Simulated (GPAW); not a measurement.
## An In chain with CO on top of one atom: relaxation, then transmission at several levels

Aim: the conductance of an In chain with CO on top of one atom after relaxation, and whether geometry, basis or functional moves it most.

Program: GPAW 26.7.0. Level of theory: GPAW LCAO, PAW setups; relaxation of the junction within the symmetry of its start, lead ends held, in the first sound run; inputs show where later runs differ. Results are calculated unless marked as measured.

### 1. Set-up

The cell holds 15 atoms: 13 In, 1 C and 1 O. Cell: a = 9.000 Å, b = 9.000 Å, c = 38.350 Å, α = 90.0°, β = 90.0°, γ = 90.0°. Regions: left lead, 6 atoms (6 In); channel, 3 atoms (1 In, 1 C and 1 O); right lead, 6 atoms (6 In). Vacuum lies along a and b. The structure is stacked along c, and the current runs across the ab planes.

### 2. Relaxing the atoms

Transmission follows bond lengths closely, so the atoms between the held lead ends are relaxed first, within whatever symmetry the start has.

The input, run.py:

```python
import json
from ase import Atoms
from ase.constraints import FixAtoms
from ase.optimize import BFGS
from gpaw import GPAW, FermiDirac

device = Atoms(
    ['In', 'In', 'In', 'In', 'In', 'In', 'In', 'C', 'O', 'In', 'In', 'In', 'In', 'In', 'In'],
    positions=[
        [4.50000, 4.50000, 1.47500],
        [4.50000, 4.50000, 4.42500],
        [4.50000, 4.50000, 7.37500],
        [4.50000, 4.50000, 10.32500],
        [4.50000, 4.50000, 13.27500],
        [4.50000, 4.50000, 16.22500],
        [4.50000, 4.50000, 19.17500],
        [6.44570, 4.50000, 19.17500],
        [7.60570, 4.50000, 19.17500],
        [4.50000, 4.50000, 22.12500],
        [4.50000, 4.50000, 25.07500],
        [4.50000, 4.50000, 28.02500],
        [4.50000, 4.50000, 30.97500],
        [4.50000, 4.50000, 33.92500],
        [4.50000, 4.50000, 36.87500]],
    cell=[[9.0, 0.0, 0.0], [0.0, 9.0, 0.0], [0.0, 0.0, 38.35]],
    pbc=True)

device.set_constraint(FixAtoms([0, 1, 2, 3, 4, 10, 11, 12, 13, 14]))
device.calc = GPAW(mode='lcao', basis='dzp', xc='PBE', h=0.18,
                   kpts={'size': (1, 1, 2), 'gamma': True},
                   symmetry={'tolerance': 1e-3, 'extra_ids': [1, 1, 1, 1, 1, 0, 0, 0, 0, 0, 1, 1, 1, 1, 1]},
                   occupations=FermiDirac(0.1), maxiter=250,
                   mixer=dict(beta=0.1, nmaxold=8, weight=100.0),
                   convergence=dict(density=0.0001), txt='relax.txt')
path = []
opt = BFGS(device, maxstep=0.15)
opt.attach(lambda: path.append((device.get_potential_energy(), device.positions.tolist(), device.get_forces().tolist())))
relaxed = bool(opt.run(fmax=0.05, steps=50))
json.dump(dict(relaxed=relaxed, path=path, positions=device.positions.tolist(), moments=device.get_magnetic_moments().tolist(),
               forces=device.get_forces(apply_constraint=False).tolist()), open('result.json', 'w'))
```

Command:

```console
OMP_NUM_THREADS=1 OPENBLAS_NUM_THREADS=1 python run.py
```

What it wrote:

```text
Step          Energy          fmax
BFGS:    0      -29.690266        4.485434
BFGS:    1      -30.034851        2.762396
BFGS:    2      -30.311950        1.322114
BFGS:    3      -30.371928        2.229044
BFGS:    4      -30.416940        0.178008
BFGS:    5      -30.419819        0.190418
BFGS:    6      -30.423484        0.199505
BFGS:    7      -30.428924        0.311081
BFGS:    8      -30.445174        0.721020
BFGS:    9      -30.456407        0.622859
BFGS:   10      -30.514857        1.234943
BFGS:   11      -30.567163        1.134285
BFGS:   12      -30.606943        0.564139
BFGS:   13      -30.613135        0.280352
BFGS:   14      -30.618720        0.247380
BFGS:   15      -30.621398        0.176464
[...]
BFGS:   22      -30.637805        0.067064
BFGS:   23      -30.630540        0.700087
BFGS:   24      -30.638091        0.159769
BFGS:   25      -30.638397        0.132648
BFGS:   26      -30.549665        1.553671
BFGS:   27      -30.638348        0.123802
BFGS:   28      -30.638961        0.060641
BFGS:   29      -30.639151        0.033075
```

Run time: 22 min. Hardware: 1 thread of Arm Neoverse V2, shared host; peak memory 1.7 GiB.

Relaxation path (22 of 30):

```
step  energy less that of the first step (eV)  largest force (eV/Å)
   1                                   0.0000                4.4854
   2                                  -0.3410                2.7624
   4                                  -0.6703                2.2290
   5                                  -0.7137                0.1780
   7                                  -0.7194                0.1995
   8                                  -0.7247                0.3111
   9                                  -0.7438                0.7210
  11                                  -0.8247                1.2349
  12                                  -0.8824                1.1343
  13                                  -0.9301                0.5641
  15                                  -0.9440                0.2474
  16                                  -0.9473                0.1765
  18                                  -0.9487                0.5653
  19                                  -0.9522                0.4904
  20                                  -0.9572                0.2160
  22                                  -0.9646                0.1046
  23                                  -0.9646                0.0671
  24                                  -0.9569                0.7001
  26                                  -0.9653                0.1326
  27                                  -0.8729                1.5537
  29                                  -0.9658                0.0606
  30                                  -0.9661                0.0331
```

The atoms that moved most (Å):

| atom | dx | dy | dz | length |
| --- | --- | --- | --- | --- |
| In10 | 0.616 | 0.000 | -0.106 | 0.625 |
| In6 | 0.616 | 0.000 | 0.106 | 0.625 |
| In7 | -0.575 | 0.000 | 0.000 | 0.575 |
| C8 | -0.111 | 0.000 | 0.000 | 0.111 |
| O9 | -0.087 | 0.000 | 0.000 | 0.087 |

The relaxation lowered the energy of the cell by 0.966 eV (energies extrapolated to zero smearing; the optimiser's log prints free energies). The largest force left on a free atom is 0.033 eV/Å.

### 3. Double-zeta polarised basis

Localised orbitals split the wire into layers that couple to their neighbours alone, which is what the Green's function method needs; double zeta with polarisation is the usual level for numbers.

This step: GPAW LCAO, PAW setups; Landauer transmission from Green's functions with principal layers (ASE), zero bias (GPAW 26.7.0).

The input, run.py:

```python
import json
import numpy as np
from ase import Atoms
from ase.transport.calculators import TransportCalculator
from gpaw import GPAW, FermiDirac
from gpaw.lcao.tools import get_lcao_hamiltonian
from scipy.linalg import eigh

# The junction with lead layers at both ends, along the third cell vector
device = Atoms(
    ['In', 'In', 'In', 'In', 'In', 'In', 'In', 'C', 'O', 'In', 'In', 'In', 'In', 'In', 'In'],
    positions=[
        [4.50000, 4.50000, 1.47500],
        [4.50000, 4.50000, 4.42500],
        [4.50000, 4.50000, 7.37500],
        [4.50000, 4.50000, 10.32500],
        [4.50000, 4.50000, 13.27500],
        [5.11608, 4.50000, 16.33104],
        [3.92471, 4.50000, 19.17500],
        [6.33496, 4.50000, 19.17500],
        [7.51822, 4.50000, 19.17500],
        [5.11608, 4.50000, 22.01896],
        [4.50000, 4.50000, 25.07500],
        [4.50000, 4.50000, 28.02500],
        [4.50000, 4.50000, 30.97500],
        [4.50000, 4.50000, 33.92500],
        [4.50000, 4.50000, 36.87500]],
    cell=[[9.0, 0.0, 0.0], [0.0, 9.0, 0.0], [0.0, 0.0, 38.35]],
    pbc=True)

# One principal layer of the lead: the first 3 atoms of the device
lead = Atoms(
    ['In', 'In', 'In'],
    positions=[
        [4.50000, 4.50000, 1.47500],
        [4.50000, 4.50000, 4.42500],
        [4.50000, 4.50000, 7.37500]],
    cell=[[9.0, 0.0, 0.0], [0.0, 9.0, 0.0], [0.0, 0.0, 8.85]],
    pbc=True)

settings = dict(mode='lcao', basis='dzp', xc='PBE', h=0.18,
                occupations=FermiDirac(0.1), maxiter=250,
                mixer=dict(beta=0.1, nmaxold=8, weight=100.0),
                convergence=dict(density=0.0001))
energies = np.arange(-2, 2 + 1e-9, 0.025)
eta = 0.0001
n1, n2 = 1, 1
# k and -k transmit alike, so half of the mesh across the current serves
mesh = [(i, j) for i in range(n1) for j in range(n2) if (i, j) <= (-i % n1, -j % n2)]
weights = np.array([1 if (i, j) == (-i % n1, -j % n2) else 2 for i, j in mesh]) / (n1 * n2)


def ground_state(atoms, size, txt):
    atoms.calc = GPAW(kpts={'size': size, 'gamma': True}, symmetry={'tolerance': 1e-3}, txt=txt, **settings)
    atoms.get_potential_energy()
    return atoms.calc.get_fermi_level()


def blocks(atoms, fermi, points, nz, cells):
    """H - E_F S and S between cell 0 and the cells above it, at each point across the current."""
    kz = np.arange(nz) / nz
    calc = atoms.calc.fixed_density(kpts=[(*k, z) for k in points for z in kz], symmetry='off', txt=None)
    H, S = get_lcao_hamiltonian(calc)
    H = (H - fermi * S).reshape(len(H), len(points), nz, *S.shape[1:])
    S = S.reshape(H.shape[1:])
    phases = [np.exp(-2j * np.pi * kz * R) / nz for R in cells]
    return [(np.einsum('skzij,z->ksij', H, p), np.einsum('kzij,z->kij', S, p)) for p in phases]


def pair(a, b):
    return np.block([[a, b], [b.T.conj(), a]])


def count_channels(h, s, cells, nk=240):
    """Half the number of times that the lead's bands cross each energy, unfolded to its shortest repeat."""
    b = len(h) // cells
    bands = []
    for k in (np.arange(nk + 1) + 0.5) / nk:
        hk, sk = h[:b, :b].copy(), s[:b, :b].copy()
        for R in range(1, cells):
            phase, block = np.exp(2j * np.pi * k * R), slice(R * b, (R + 1) * b)
            hk += h[:b, block] * phase + (h[:b, block] * phase).T.conj()
            sk += s[:b, block] * phase + (s[:b, block] * phase).T.conj()
        w, u = eigh(sk)
        x = u[:, w > 1e-5] / w[w > 1e-5]**0.5  # drop near-dependent combinations
        bands.append(np.r_[eigh(x.T.conj() @ hk @ x, eigvals_only=True), [1e9] * (w <= 1e-5).sum()])
    below = np.array(bands)[:, :, None] < energies
    return (below[1:] != below[:-1]).sum((0, 1)) / 2


fermi_lead = ground_state(lead, (1, 1, 13), 'lead.txt')
fermi_device = ground_state(device, (1, 1, 2), 'device.txt')
T, channels, eigen, tail, misfit, shifts = [], [], [], 0.0, 0.0, []
for first in range(0, len(mesh), 493):
    points = [(i / n1, j / n2) for i, j in mesh[first:first + 493]]
    (H0k, S0k), (H1k, S1k), (H2k, _) = blocks(lead, fermi_lead, points, 5, range(3))
    [(Hk, Sk)] = blocks(device, fermi_device, points, 2, [0])
    tail = max(tail, abs(H2k).max())
    for H0, S0, H1, S1, H, S in zip(H0k, S0k, H1k, S1k, Hk, Sk):
        n = len(S0)
        # Shift the lead onto the potential of the device's first layer
        shift = ((H[:, 0, 0] - H0[:, 0, 0]) / S0[0, 0]).real.mean()
        shifts.append(shift)
        misfit = max(misfit, abs(H[:, :n, :n] - H0 - shift * S0).max())
        Tk, Ck, Ek = [], [], []
        for s in range(len(H)):
            t = s % len(H0)  # a lead without moments serves both spins
            h1, s1 = pair(H0[t] + shift * S0, H1[t] + shift * S1), pair(S0, S1)
            leads = dict(h1=h1, s1=s1, energies=energies, eta=eta, eta1=eta, eta2=eta)
            calc = TransportCalculator(h=H[s], s=S, eigenchannels=3, **leads)
            Tk.append(calc.get_transmission())
            Ek.append(np.sort(calc.eigenchannels_ne, axis=0)[::-1])
            Ck.append(count_channels(h1, s1, 6))
        T.append(Tk)
        channels.append(Ck)
        eigen.append(Ek)
T, channels = np.array(T), np.array(channels)
mean, open_channels = np.einsum('kse,k->se', T, weights), np.einsum('kse,k->se', channels, weights)

print(f'basis functions: device {len(S)}, principal layer {n}')
print(f'Fermi level: lead {fermi_lead:.4f} eV, device {fermi_device:.4f} eV; lead shifted by {np.mean(shifts):.4f} eV')
print(f'largest coupling past the next layer {tail:.2e} eV, largest misfit of the first layer {misfit:.3f} eV')
print('  E-E_F (eV)   ' + 'T (one spin)  channels')
for e, t, c in zip(energies, mean.T, open_channels.T):
    print(f'{e:10.3f}  ', *[f'{x:11.4e}' for x in t], *[f'{x:9.4f}' for x in c])

kT = 8.617333e-5 * 300
fine = np.linspace(energies[0], energies[-1], 4001)
both = np.exp(np.interp(fine, energies, np.log(np.maximum(mean.sum(0) * 2 / len(mean), 1e-30))))
fermi = lambda mu: 1 / (1 + np.exp(np.clip((fine - mu) / kT, -200, 200)))
slope = fermi(0) * (1 - fermi(0)) / kT
G = np.trapezoid(both * slope, fine) / 2
seebeck = -np.trapezoid(both * slope * fine, fine) / (2 * G * 300) * 1e6
print(f'conductance at 300 K: {G:.5g} G0 a cell; thermopower {seebeck:.4g} uV/K')
bias = [0.1, 0.2, 0.5, 1.0, 1.5, 2.0]
current = [38.74 * np.trapezoid(both * (fermi(V / 2) - fermi(-V / 2)), fine) for V in bias]
for V, I in zip(bias, current):
    print(f'current from the zero-bias T(E) at {V} V: {I:.5g} uA')
zero = abs(energies).argmin()
json.dump(dict(energies=energies.tolist(), T=mean.tolist(), channels=open_channels.tolist(), G=G, seebeck=seebeck,
               bias=bias, current=current, tail=tail, misfit=misfit, shift=np.mean(shifts), n_device=len(S), n_lead=n,
               fermi=[fermi_lead, fermi_device], energy=device.get_potential_energy(),
               moments=device.get_magnetic_moments().tolist(), mesh=mesh, weights=weights.tolist(),
               T_k=T[:, :, zero].tolist(), eigen=np.array(eigen[0]).tolist()), open('result.json', 'w'))
```

What it wrote:

```text
basis functions: device 325, principal layer 69
Fermi level: lead -2.2014 eV, device -2.1415 eV; lead shifted by 0.0014 eV
largest coupling past the next layer 1.88e-06 eV, largest misfit of the first layer 0.032 eV
  E-E_F (eV)   T (one spin)  channels
    -2.000    9.2795e-02    1.0000
    -1.975    2.5732e-02    1.0000
    -1.950    1.1994e-07    0.0000
    -1.925    2.4186e-08    0.0000
    -1.900    9.8384e-09    0.0000
    -1.875    5.2681e-09    0.0000
    -1.850    3.3002e-09    0.0000
    -1.825    2.2983e-09    0.0000
    -1.800    1.7317e-09    0.0000
    -1.775    1.3891e-09    0.0000
    -1.750    1.1741e-09    0.0000
    -1.725    1.0385e-09    0.0000
    -1.700    9.5667e-10    0.0000
    -1.675    9.1492e-10    0.0000
    -1.650    9.0649e-10    0.0000
    -1.625    9.2936e-10    0.0000
[...]
1.825    2.6976e+00    3.0000
     1.850    2.6640e+00    3.0000
     1.875    2.6264e+00    3.0000
     1.900    2.5845e+00    3.0000
     1.925    2.5378e+00    3.0000
     1.950    2.4863e+00    3.0000
     1.975    2.4296e+00    3.0000
     2.000    2.3678e+00    3.0000
conductance at 300 K: 1.6848 G0 a cell; thermopower -3.891 uV/K
current from the zero-bias T(E) at 0.1 V: 13.009 uA
current from the zero-bias T(E) at 0.2 V: 25.717 uA
current from the zero-bias T(E) at 0.5 V: 59.103 uA
current from the zero-bias T(E) at 1.0 V: 113.46 uA
current from the zero-bias T(E) at 1.5 V: 173.73 uA
current from the zero-bias T(E) at 2.0 V: 240.38 uA
```

The job ended after 92 s (1 thread; peak memory 1.9 GiB).

Numbers from this step:

| Item | Value |
| --- | --- |
| conductance | 1.685 G₀ |
| largest coupling past the next principal layer | 1.88e-6 eV |
| largest misfit of the first principal layer | 0.03170 eV |
| shift that aligns the lead | 0.001442 eV |
| basis functions of the junction | 325 |
| basis functions of a principal layer | 69 |
| transmission at the Fermi level (one spin) | 1.699 |
| open channels of the lead at the Fermi level (one spin) | 3 |

One spin. Table of transmission, zone mean by energy, zero at the Fermi level:

```
energy (eV)  transmission, zone mean
     -2.000                   0.0928
     -1.900                   9.8e-9
     -1.800                   1.7e-9
     -1.700                  9.6e-10
     -1.600                  9.9e-10
     -1.500                   1.8e-9
     -1.400                   6.9e-9
     -1.300                   2.4e-7
     -1.200                    0.718
     -1.100                    0.785
     -1.000                    0.811
     -0.900                    0.833
     -0.800                    0.857
     -0.700                    0.883
     -0.600                    0.912
     -0.500                    0.942
     -0.400                    0.973
     -0.300                    0.997
     -0.275                    0.999
     -0.200                    0.940
     -0.100                     1.56
      0.000                     1.70
      0.100                     1.72
      0.200                     1.72
      0.300                     1.75
      0.400                     1.84
      0.500                     1.98
      0.600                     2.16
      0.700                     2.35
      0.800                     2.51
      0.900                     2.64
      1.000                     2.74
      1.100                     2.80
      1.200                     2.85
      1.300                     2.88
      1.400                     2.89
      1.425                     2.89
      1.500                     2.89
      1.600                     2.86
      1.700                     2.82
      1.800                     2.73
      1.900                     2.58
      2.000                     2.37
```

Crossings of the lead's bands, unfolded to its shortest repeat. The open channels, zone mean by energy, zero at the Fermi level:

```csv
energy (eV),"open channels, zone mean"
-2.000,1
-1.900,0
-1.800,0
-1.700,0
-1.600,0
-1.500,0
-1.400,0
-1.300,0
-1.200,1
-1.100,1
-1.000,1
-0.900,1
-0.800,1
-0.700,1
-0.600,1
-0.500,1
-0.400,1
-0.300,1
-0.200,1
-0.100,3
0.000,3
0.100,3
0.200,3
0.300,3
0.400,3
0.500,3
0.600,3
0.700,3
0.800,3
0.900,3
1.000,3
1.100,3
1.200,3
1.300,3
1.400,3
1.500,3
1.600,3
1.700,3
1.800,3
1.900,3
2.000,3
```

Not self-consistent under bias; the bias window is split evenly. Table of current through one cell, from the zero-bias transmission by bias:

| bias (V) | current through one cell, from the zero-bias transmission (μA) |
| --- | --- |
| 0.100 | 13.0 |
| 0.200 | 25.7 |
| 0.500 | 59.1 |
| 1.000 | 113 |
| 1.500 | 174 |
| 2.000 | 240 |

Transmission of the three most open eigenchannels against energy, zero at the Fermi level:

| energy (eV) | channel 1 | channel 2 | channel 3 |
| --- | --- | --- | --- |
| -2.000 | 0.0928 | 0 | 0 |
| -1.900 | 9.8e-9 | 0 | 0 |
| -1.800 | 1.7e-9 | 0 | 0 |
| -1.700 | 9.6e-10 | 0 | 0 |
| -1.600 | 9.9e-10 | 0 | 0 |
| -1.500 | 1.8e-9 | 0 | 0 |
| -1.400 | 6.9e-9 | 0 | 0 |
| -1.300 | 2.4e-7 | 0 | 0 |
| -1.200 | 0.718 | 0 | 0 |
| -1.100 | 0.785 | 0 | 0 |
| -1.000 | 0.811 | 0 | 0 |
| -0.900 | 0.833 | 0 | 0 |
| -0.800 | 0.857 | 0 | 0 |
| -0.700 | 0.883 | 0 | 0 |
| -0.600 | 0.912 | 0 | 0 |
| -0.500 | 0.942 | 0 | 0 |
| -0.400 | 0.973 | 0 | 0 |
| -0.300 | 0.997 | 0 | 0 |
| -0.200 | 0.940 | 1.3e-7 | 3.6e-10 |
| -0.100 | 0.833 | 0.690 | 0.0363 |
| 0.000 | 0.882 | 0.746 | 0.0710 |
| 0.100 | 0.905 | 0.712 | 0.107 |
| 0.200 | 0.912 | 0.658 | 0.154 |
| 0.300 | 0.910 | 0.621 | 0.222 |
| 0.400 | 0.903 | 0.614 | 0.320 |
| 0.500 | 0.895 | 0.634 | 0.449 |
| 0.600 | 0.887 | 0.675 | 0.597 |
| 0.700 | 0.883 | 0.736 | 0.728 |
| 0.800 | 0.884 | 0.846 | 0.784 |
| 0.900 | 0.919 | 0.890 | 0.834 |
| 1.000 | 0.962 | 0.901 | 0.875 |
| 1.100 | 0.984 | 0.915 | 0.904 |
| 1.200 | 0.994 | 0.930 | 0.924 |
| 1.300 | 0.998 | 0.944 | 0.935 |
| 1.400 | 0.998 | 0.953 | 0.939 |
| 1.500 | 0.997 | 0.956 | 0.934 |
| 1.600 | 0.991 | 0.954 | 0.920 |
| 1.700 | 0.978 | 0.948 | 0.890 |
| 1.800 | 0.954 | 0.940 | 0.834 |
| 1.900 | 0.930 | 0.918 | 0.736 |
| 2.000 | 0.919 | 0.872 | 0.577 |

Couplings past the next layer reach 1.9e-6 eV, small enough to drop; the matrix elements of the cell's first layer differ from the bulk lead's by up to 0.032 eV. That layer keeps its own values in the calculation, and only beyond it is the lead taken as perfect. The Fermi levels of lead and junction count from different zeros of potential, one for each periodic cell; with both set to zero, the small remaining shift is what aligns them. By hand: G = 1.685 × 77.48 μS = 131 μS, a resistance of 7.66 kΩ; at 0.1 V a linear junction would pass 13.1 μA, and the integral over the bias window gives 13.0 μA.

[end of part 1 of 3]

[Logs are printed without paths, hosts, clocks, repeated set-up lines and the standing remarks that a program may print on its own settings, such as how far it seeks lower states.]

[Hosts, paths, dates, database ids (printed as entryN), source tags and the programs' standing remarks are cut or masked in the printed files.]
